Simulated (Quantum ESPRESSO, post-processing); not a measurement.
# Rh(100), 5 layers: k-mesh convergence, part 2 of 2

Which setting serves for Rh(100), 5 layers? The runs below step through one kind of setting.

Quantum ESPRESSO 7.5; plane-wave DFT, PBE, SSSP efficiency pseudopotentials.

So far. Step 2 (Ground state: 24×24×1 points): Inside the slab this potential holds the local part of the pseudopotentials, which can be repulsive at the nuclei; only its value in the vacuum has a meaning of its own. Step 3 (Ground state: 17×17×1 points): Counted from each run's own zero (the Fermi level), the vacuum level differs from the first run's by -2 meV.

### 4. Self-consistent run: 12×12×1 points

Input file c2.in:

```
&control
  prefix = 'c2'
  outdir = './out'
  pseudo_dir = './pseudo'
  calculation = 'scf'
  tprnfor = .true.
/
&system
  ibrav = 0
  nat = 5
  ntyp = 1
  ecutwfc = 45
  ecutrho = 360
  occupations = 'smearing'
  smearing = 'mv'
  degauss = 0.02
  assume_isolated = 'esm'
  esm_bc = 'bc1'
/
&electrons
  conv_thr = 1e-07
  mixing_beta = 0.4
  electron_maxstep = 120
  mixing_mode = 'local-TF'
/
ATOMIC_SPECIES
  Rh  102.9055  Rh_ONCV_PBE-1.0.oncvpsp.upf
CELL_PARAMETERS angstrom
  2.68700576850888 0.00000000000000 0.00000000000000
  0.00000000000000 2.68700576850888 0.00000000000000
  0.00000000000000 0.00000000000000 23.60000000000000
ATOMIC_POSITIONS crystal
  Rh  0.000000000000 0.000000000000 -0.161016949153
  Rh  0.500000000000 0.500000000000 -0.080508474576
  Rh  0.000000000000 0.000000000000 0.000000000000
  Rh  0.500000000000 0.500000000000 0.080508474576
  Rh  0.000000000000 0.000000000000 0.161016949153
K_POINTS automatic
  12 12 1 0 0 0
```

Run with:

```
OMP_NUM_THREADS=1 mpirun -n 4 pw.x -nk 4 -in c2.in > c2.out
```

The program printed:

```text
[banner, memory and clock lines left out]
Program PWSCF v.7.5 starts
[...]
Message from routine setup:
[...]
Message from routine setup:
[...]
number of electrons       =        85.00
     number of Kohn-Sham states=           52
     kinetic-energy cutoff     =      45.0000  Ry
     charge density cutoff     =     360.0000  Ry
[...]
number of k points=    28  Marzari-Vanderbilt smearing, width (Ry)=  0.0200
[...]
Dense  grid:   132865 G-vectors     FFT dimensions: (  32,  32, 270)
[...]
negative rho (up, down):  8.628E-07 0.000E+00
     Starting wfcs are   50 randomized atomic wfcs +    2 random wfcs
[...]
estimated scf accuracy    <       0.93931651 Ry
[...]
estimated scf accuracy    <       0.29448472 Ry
[...]
estimated scf accuracy    <       0.34893390 Ry
[...]
estimated scf accuracy    <       0.08574489 Ry
[...]
estimated scf accuracy    <       0.02321334 Ry
[...]
estimated scf accuracy    <       0.01471520 Ry
[...]
estimated scf accuracy    <       0.01004717 Ry
[...]
negative rho (up, down):  2.245E-04 0.000E+00
[...]
estimated scf accuracy    <       0.00822212 Ry
[...]
negative rho (up, down):  1.951E-03 0.000E+00
[...]
estimated scf accuracy    <       0.00459956 Ry
[...]
negative rho (up, down):  4.091E-04 0.000E+00
[...]
estimated scf accuracy    <       0.00749373 Ry
[...]
negative rho (up, down):  5.709E-03 0.000E+00
[...]
estimated scf accuracy    <       0.00452640 Ry
[...]
negative rho (up, down):  1.020E-03 0.000E+00
[...]
estimated scf accuracy    <       0.00601759 Ry
[...]
negative rho (up, down):  1.705E-03 0.000E+00
[...]
estimated scf accuracy    <       0.00027599 Ry
[...]
negative rho (up, down):  1.891E-03 0.000E+00
[...]
estimated scf accuracy    <       0.00058586 Ry
[...]
negative rho (up, down):  9.945E-04 0.000E+00
[...]
estimated scf accuracy    <       0.00023766 Ry
[...]
negative rho (up, down):  1.545E-04 0.000E+00
[...]
estimated scf accuracy    <       0.00012800 Ry
[...]
negative rho (up, down):  1.278E-04 0.000E+00
[...]
estimated scf accuracy    <       0.00001921 Ry
[...]
negative rho (up, down):  1.805E-05 0.000E+00
[...]
estimated scf accuracy    <       0.00000279 Ry
[...]
estimated scf accuracy    <       0.00000032 Ry
[...]
estimated scf accuracy    <       0.00000016 Ry
[...]
the Fermi energy is    -5.0854 ev
!    total energy              =   -1084.46775499 Ry
     estimated scf accuracy    <       0.00000002 Ry
     smearing contrib. (-TS)   =       0.00110522 Ry
     internal energy E=F+TS    =   -1084.46886022 Ry
[...]
one-electron contribution =   20595.36921404 Ry
     hartree contribution      =  -10326.73586009 Ry
     xc contribution           =    -109.64595758 Ry
     ewald contribution        =  -11243.45625659 Ry
     convergence has been achieved in  21 iterations
[...]
Total force =     0.041967     Total SCF correction =     0.001237
[...]
```

It took 88 s on 4 MPI ranks of Arm Neoverse V2, shared host; peak memory 0.63 GiB; 5.9 min of CPU time.

Numbers from this step:

* free energy: -14754.9355 eV
* vacuum line at the upper end of the cell, over the Fermi level: 5.085 eV

The program's own clock; routines nest. Time by routine:

| routine | wall time (s) | calls |
| --- | --- | --- |
| PWSCF | 87.43 | 1 |
| electrons | 85.82 | 1 |
| c_bands | 73.37 | 21 |
| cegterg | 62.54 | 147 |
| h_psi | 41.05 | 1534 |
| fftw | 33.96 | 53270 |
| vloc_psi | 32.14 | 1534 |
| sum_band | 5.87 | 21 |
| calbec | 4.57 | 1562 |
| add_vuspsi | 4.39 | 1534 |
| mix_rho | 4.34 | 21 |
| h_psi:calbec | 4.32 | 1534 |
| cdiaghg | 3.62 | 1527 |
| ffts | 2.52 | 2111 |

Counted from each run's own zero (the Fermi level), the vacuum level differs from the first run's by -3 meV.

### 5. Ground state: 9×9×1 points

c3.in is the input of step 4 with these lines changed:

```diff
@@ -1,3 +1,3 @@
 &control
-  prefix = 'c2'
+  prefix = 'c3'
   outdir = './out'
@@ -38,2 +38,2 @@
 K_POINTS automatic
-  12 12 1 0 0 0
+  9 9 1 0 0 0
```

Run with:

```
OMP_NUM_THREADS=1 mpirun -n 4 pw.x -nk 4 -in c3.in > c3.out
```

The program printed:

```text
[banner, memory and clock lines left out]
Program PWSCF v.7.5 starts
[...]
Message from routine setup:
[...]
Message from routine setup:
[...]
number of electrons       =        85.00
     number of Kohn-Sham states=           52
     kinetic-energy cutoff     =      45.0000  Ry
     charge density cutoff     =     360.0000  Ry
[...]
number of k points=    15  Marzari-Vanderbilt smearing, width (Ry)=  0.0200
[...]
Dense  grid:   132865 G-vectors     FFT dimensions: (  32,  32, 270)
[...]
negative rho (up, down):  8.628E-07 0.000E+00
     Starting wfcs are   50 randomized atomic wfcs +    2 random wfcs
[...]
estimated scf accuracy    <       0.94426964 Ry
[...]
estimated scf accuracy    <       0.30024702 Ry
[...]
estimated scf accuracy    <       0.33883441 Ry
[...]
estimated scf accuracy    <       0.08223176 Ry
[...]
estimated scf accuracy    <       0.02262685 Ry
[...]
estimated scf accuracy    <       0.01440111 Ry
[...]
estimated scf accuracy    <       0.01015723 Ry
[...]
negative rho (up, down):  1.071E-04 0.000E+00
[...]
estimated scf accuracy    <       0.00795762 Ry
[...]
negative rho (up, down):  4.935E-03 0.000E+00
[...]
estimated scf accuracy    <       0.00442702 Ry
[...]
negative rho (up, down):  2.392E-03 0.000E+00
[...]
estimated scf accuracy    <       0.00708792 Ry
[...]
negative rho (up, down):  6.107E-03 0.000E+00
[...]
estimated scf accuracy    <       0.00497112 Ry
[...]
negative rho (up, down):  2.980E-03 0.000E+00
[...]
estimated scf accuracy    <       0.00363121 Ry
[...]
negative rho (up, down):  1.756E-03 0.000E+00
[...]
estimated scf accuracy    <       0.00108675 Ry
[...]
negative rho (up, down):  1.646E-03 0.000E+00
[...]
estimated scf accuracy    <       0.00003315 Ry
[...]
negative rho (up, down):  1.459E-03 0.000E+00
[...]
estimated scf accuracy    <       0.00008640 Ry
[...]
negative rho (up, down):  3.243E-05 0.000E+00
[...]
estimated scf accuracy    <       0.00005309 Ry
[...]
negative rho (up, down):  2.037E-05 0.000E+00
[...]
estimated scf accuracy    <       0.00003480 Ry
[...]
negative rho (up, down):  1.837E-05 0.000E+00
[...]
estimated scf accuracy    <       0.00003345 Ry
[...]
negative rho (up, down):  5.326E-06 0.000E+00
[...]
estimated scf accuracy    <       0.00003450 Ry
[...]
negative rho (up, down):  5.648E-06 0.000E+00
[...]
estimated scf accuracy    <       0.00003479 Ry
[...]
negative rho (up, down):  2.282E-06 0.000E+00
[...]
estimated scf accuracy    <       0.00003460 Ry
[...]
negative rho (up, down):  6.492E-06 0.000E+00
[...]
estimated scf accuracy    <       0.00003427 Ry
[...]
negative rho (up, down):  4.449E-05 0.000E+00
[...]
estimated scf accuracy    <       0.00003248 Ry
[...]
negative rho (up, down):  4.271E-07 0.000E+00
[...]
estimated scf accuracy    <       0.00000280 Ry
[...]
estimated scf accuracy    <       0.00000112 Ry
[...]
negative rho (up, down):  1.056E-05 0.000E+00
[...]
estimated scf accuracy    <       0.00000167 Ry
[...]
negative rho (up, down):  2.828E-05 0.000E+00
[...]
estimated scf accuracy    <       0.00000040 Ry
[...]
the Fermi energy is    -5.1012 ev
!    total energy              =   -1084.46657127 Ry
     estimated scf accuracy    <       0.00000007 Ry
     smearing contrib. (-TS)   =       0.00157831 Ry
     internal energy E=F+TS    =   -1084.46814958 Ry
[...]
one-electron contribution =   20595.39963598 Ry
     hartree contribution      =  -10326.76772878 Ry
     xc contribution           =    -109.64380020 Ry
     ewald contribution        =  -11243.45625659 Ry
     convergence has been achieved in  28 iterations
[...]
Total force =     0.042010     Total SCF correction =     0.002368
[...]
```

The job ended after 63 s (4 MPI ranks; peak memory 0.57 GiB).

Numbers from this step:

| Property | Result |
| --- | --- |
| free energy | -14754.9194 eV |
| Fermi energy | -5.101 eV |
| vacuum line at the lower end of the cell, over the Fermi level | 5.101 eV |
| vacuum line at the upper end of the cell, over the Fermi level | 5.101 eV |

The program's own clock; routines nest. Time by routine:

| routine | wall time (s) | calls |
| --- | --- | --- |
| PWSCF | 62.18 | 1 |
| electrons | 61.05 | 1 |
| c_bands | 47.57 | 28 |
| cegterg | 42.64 | 112 |
| h_psi | 28.29 | 1106 |
| fftw | 23.62 | 37342 |
| vloc_psi | 22.11 | 1106 |
| mix_rho | 6.01 | 28 |
| sum_band | 4.52 | 28 |
| ffts | 3.48 | 2910 |
| calbec | 3.12 | 1122 |
| add_vuspsi | 3.05 | 1106 |
| h_psi:calbec | 2.99 | 1106 |
| v_of_rho | 2.62 | 29 |

Counted from each run's own zero (the Fermi level), the vacuum level differs from the first run's by +13 meV.

### 6. SCF with pw.x: 6×6×1 points

c4.in is the input of step 5 with these lines changed:

```diff
@@ -1,3 +1,3 @@
 &control
-  prefix = 'c3'
+  prefix = 'c4'
   outdir = './out'
@@ -38,2 +38,2 @@
 K_POINTS automatic
-  9 9 1 0 0 0
+  6 6 1 0 0 0
```

Run with:

```
OMP_NUM_THREADS=1 mpirun -n 4 pw.x -nk 2 -in c4.in > c4.out
```

The program printed:

```text
[banner, memory and clock lines left out]
Program PWSCF v.7.5 starts
[...]
Message from routine setup:
[...]
Message from routine setup:
[...]
number of electrons       =        85.00
     number of Kohn-Sham states=           52
     kinetic-energy cutoff     =      45.0000  Ry
     charge density cutoff     =     360.0000  Ry
[...]
number of k points=    10  Marzari-Vanderbilt smearing, width (Ry)=  0.0200
[...]
Dense  grid:   132865 G-vectors     FFT dimensions: (  32,  32, 270)
[...]
negative rho (up, down):  8.628E-07 0.000E+00
     Starting wfcs are   50 randomized atomic wfcs +    2 random wfcs
[...]
estimated scf accuracy    <       1.06047532 Ry
[...]
estimated scf accuracy    <       0.28264512 Ry
[...]
estimated scf accuracy    <       0.38430468 Ry
[...]
estimated scf accuracy    <       0.09713899 Ry
[...]
estimated scf accuracy    <       0.02410739 Ry
[...]
estimated scf accuracy    <       0.01472836 Ry
[...]
estimated scf accuracy    <       0.01927102 Ry
[...]
estimated scf accuracy    <       0.01299411 Ry
[...]
negative rho (up, down):  6.970E-03 0.000E+00
[...]
estimated scf accuracy    <       0.00589340 Ry
[...]
negative rho (up, down):  4.359E-03 0.000E+00
[...]
estimated scf accuracy    <       0.00736469 Ry
[...]
negative rho (up, down):  6.448E-03 0.000E+00
[...]
estimated scf accuracy    <       0.00493072 Ry
[...]
negative rho (up, down):  3.321E-03 0.000E+00
[...]
estimated scf accuracy    <       0.00489411 Ry
[...]
negative rho (up, down):  1.277E-03 0.000E+00
[...]
estimated scf accuracy    <       0.00196697 Ry
[...]
negative rho (up, down):  1.693E-03 0.000E+00
[...]
estimated scf accuracy    <       0.00031625 Ry
[...]
negative rho (up, down):  1.338E-03 0.000E+00
[...]
estimated scf accuracy    <       0.00017989 Ry
[...]
negative rho (up, down):  4.523E-04 0.000E+00
[...]
estimated scf accuracy    <       0.00002190 Ry
[...]
negative rho (up, down):  2.030E-04 0.000E+00
[...]
estimated scf accuracy    <       0.00010056 Ry
[...]
negative rho (up, down):  4.610E-05 0.000E+00
[...]
estimated scf accuracy    <       0.00001057 Ry
[...]
negative rho (up, down):  1.139E-06 0.000E+00
[...]
estimated scf accuracy    <       0.00000282 Ry
[...]
the Fermi energy is    -5.1712 ev
!    total energy              =   -1084.46291909 Ry
     estimated scf accuracy    <       0.00000009 Ry
     smearing contrib. (-TS)   =       0.00317439 Ry
     internal energy E=F+TS    =   -1084.46609348 Ry
[...]
one-electron contribution =   20595.62058156 Ry
     hartree contribution      =  -10326.99072731 Ry
     xc contribution           =    -109.63969114 Ry
     ewald contribution        =  -11243.45625659 Ry
     convergence has been achieved in  20 iterations
[...]
Total force =     0.048787     Total SCF correction =     0.002311
[...]
```

The job ended after 32 s (4 MPI ranks; peak memory 0.36 GiB; 2.1 min of CPU time).

Read from the output:

* free energy: -14754.8697 eV
* Fermi energy: -5.171 eV
* vacuum line at the lower end of the cell, over the Fermi level: 5.171 eV
* vacuum line at the upper end of the cell, over the Fermi level: 5.171 eV

The program's own clock; routines nest. Time by routine:

| routine | wall time (s) | calls |
| --- | --- | --- |
| PWSCF | 31.69 | 1 |
| electrons | 30.97 | 1 |
| c_bands | 25.91 | 20 |
| cegterg | 23.95 | 100 |
| h_psi | 15.23 | 1104 |
| fftw | 12.99 | 35960 |
| vloc_psi | 12.16 | 1104 |
| cdiaghg | 2.57 | 1099 |
| sum_band | 2.26 | 20 |
| mix_rho | 1.75 | 20 |
| calbec | 1.6 | 1124 |
| h_psi:calbec | 1.51 | 1104 |
| add_vuspsi | 1.49 | 1104 |
| v_of_rho | 0.96 | 21 |

Counted from each run's own zero (the Fermi level), the vacuum level differs from the first run's by +83 meV.

### 7. SCF with pw.x: 4×4×1 points

c5.in is the input of step 6 with these lines changed:

```diff
@@ -1,3 +1,3 @@
 &control
-  prefix = 'c4'
+  prefix = 'c5'
   outdir = './out'
@@ -38,2 +38,2 @@
 K_POINTS automatic
-  6 6 1 0 0 0
+  4 4 1 0 0 0
```

Run with:

```
OMP_NUM_THREADS=1 mpirun -n 4 pw.x -nk 1 -in c5.in > c5.out
```

The program printed:

```text
[banner, memory and clock lines left out]
Program PWSCF v.7.5 starts
[...]
Message from routine setup:
[...]
Message from routine setup:
[...]
number of electrons       =        85.00
     number of Kohn-Sham states=           52
     kinetic-energy cutoff     =      45.0000  Ry
     charge density cutoff     =     360.0000  Ry
[...]
number of k points=     6  Marzari-Vanderbilt smearing, width (Ry)=  0.0200
[...]
Dense  grid:   132865 G-vectors     FFT dimensions: (  32,  32, 270)
[...]
negative rho (up, down):  8.628E-07 0.000E+00
     Starting wfcs are   50 randomized atomic wfcs +    2 random wfcs
[...]
estimated scf accuracy    <       0.85285668 Ry
[...]
estimated scf accuracy    <       0.33271654 Ry
[...]
estimated scf accuracy    <       0.28545485 Ry
[...]
estimated scf accuracy    <       0.05812631 Ry
[...]
estimated scf accuracy    <       0.02517804 Ry
[...]
estimated scf accuracy    <       0.02181595 Ry
[...]
estimated scf accuracy    <       0.00625379 Ry
[...]
negative rho (up, down):  2.201E-05 0.000E+00
[...]
estimated scf accuracy    <       0.00426327 Ry
[...]
negative rho (up, down):  4.068E-04 0.000E+00
[...]
estimated scf accuracy    <       0.00578152 Ry
[...]
negative rho (up, down):  5.520E-03 0.000E+00
[...]
estimated scf accuracy    <       0.00188425 Ry
[...]
negative rho (up, down):  2.195E-03 0.000E+00
[...]
estimated scf accuracy    <       0.00944889 Ry
[...]
negative rho (up, down):  1.904E-03 0.000E+00
[...]
estimated scf accuracy    <       0.00084689 Ry
[...]
negative rho (up, down):  3.686E-03 0.000E+00
[...]
estimated scf accuracy    <       0.00107861 Ry
[...]
negative rho (up, down):  2.716E-03 0.000E+00
[...]
estimated scf accuracy    <       0.00008198 Ry
[...]
negative rho (up, down):  3.101E-04 0.000E+00
[...]
estimated scf accuracy    <       0.00011419 Ry
[...]
negative rho (up, down):  1.022E-04 0.000E+00
[...]
estimated scf accuracy    <       0.00000112 Ry
[...]
negative rho (up, down):  4.124E-05 0.000E+00
[...]
estimated scf accuracy    <       0.00000530 Ry
[...]
negative rho (up, down):  3.391E-06 0.000E+00
[...]
estimated scf accuracy    <       0.00000032 Ry
[...]
the Fermi energy is    -5.0892 ev
!    total energy              =   -1084.52049166 Ry
     estimated scf accuracy    <       0.00000007 Ry
     smearing contrib. (-TS)   =      -0.00539263 Ry
     internal energy E=F+TS    =   -1084.51509903 Ry
[...]
one-electron contribution =   20595.50146630 Ry
     hartree contribution      =  -10326.93379746 Ry
     xc contribution           =    -109.62651129 Ry
     ewald contribution        =  -11243.45625659 Ry
     convergence has been achieved in  19 iterations
[...]
Total force =     0.031365     Total SCF correction =     0.000664
[...]
```

Wall time 21 s (4 MPI ranks); peak memory 0.28 GiB; 85 s of CPU time.

This step gave:

| Quantity | Value |
| --- | --- |
| free energy | -14755.6530 eV |
| Fermi energy | -5.089 eV |
| vacuum line at the lower end of the cell, over the Fermi level | 5.089 eV |
| vacuum line at the upper end of the cell, over the Fermi level | 5.089 eV |

The program's own clock; routines nest. Time by routine:

| routine | wall time (s) | calls |
| --- | --- | --- |
| PWSCF | 20.76 | 1 |
| electrons | 20.29 | 1 |
| c_bands | 17.54 | 19 |
| cegterg | 17.26 | 114 |
| h_psi | 10.01 | 1315 |
| fftw | 8.43 | 45006 |
| vloc_psi | 7.99 | 1315 |
| cdiaghg | 3.06 | 1309 |
| sum_band | 1.31 | 19 |
| calbec | 1.06 | 1339 |
| h_psi:calbec | 1.01 | 1315 |
| add_vuspsi | 0.96 | 1315 |
| mix_rho | 0.95 | 19 |
| ffts | 0.5 | 1873 |

Counted from each run's own zero (the Fermi level), the vacuum level differs from the first run's by +1 meV.

### 8. The series side by side

All levels:

| level | vacuum level over the Fermi level (eV) | its change from the first (meV) | energy from the first (meV an atom) | SCF iterations | wall time (s) | peak memory (GiB) | CPU time (s) |
| --- | --- | --- | --- | --- | --- | --- | --- |
| 24×24×1 points | 5.088 | 0 | 0 | 19 | 241.6 | 0.94 | 966.2 |
| 17×17×1 points | 5.086 | -2.5 | 0.132 | 21 | 140.1 | 0.71 | 559.9 |
| 12×12×1 points | 5.085 | -2.6 | 2.016 | 21 | 87.98 | 0.63 | 351.6 |
| 9×9×1 points | 5.101 | 13.2 | 5.237 | 28 | 62.73 | 0.57 | 250.6 |
| 6×6×1 points | 5.171 | 83.2 | 15.18 | 20 | 32.23 | 0.36 | 128.6 |
| 4×4×1 points | 5.089 | 1.2 | -141.5 | 19 | 21.3 | 0.28 | 84.87 |

### 9. Results

| Item | Value |
| --- | --- |
| vacuum level over the Fermi level, 24×24×1 points | 5.088 eV |
| cheapest step of the main series that, with all steps before it, keeps the vacuum level within 20 meV of the first | 9×9×1 points: +13 meV, 4.2 min of CPU time against 16 min |
| setting with the largest shift of the level | 6×6×1 points: +83 meV |

The cheapest step of the main series that, with all steps before it, keeps the vacuum level within 20 meV of the first is 9×9×1 points: +13 meV, 4.2 min of CPU time against 16 min. Over the series the energy moves by up to 141 meV an atom and the vacuum level by up to 83 meV. The error doesn't fall steadily with the mesh, as is usual for a Fermi surface. The times come from a shared host and are rough. Peak memory is sampled during the run and can miss the peak. The geometry is as built, not relaxed.

[Logs are printed without paths, hosts, clocks, repeated set-up lines and the standing remarks that a program may print on its own settings, such as how far it seeks lower states.]

[Hosts, paths, dates, database ids (printed as entryN), source tags and the programs' standing remarks are cut or masked in the printed files.]

[Maps of the electrostatic potential energy from Ansatz leave out the sawtooth potential of an applied field or a dipole correction, so their vacuum need not be flat; planar profiles and work functions include it.]
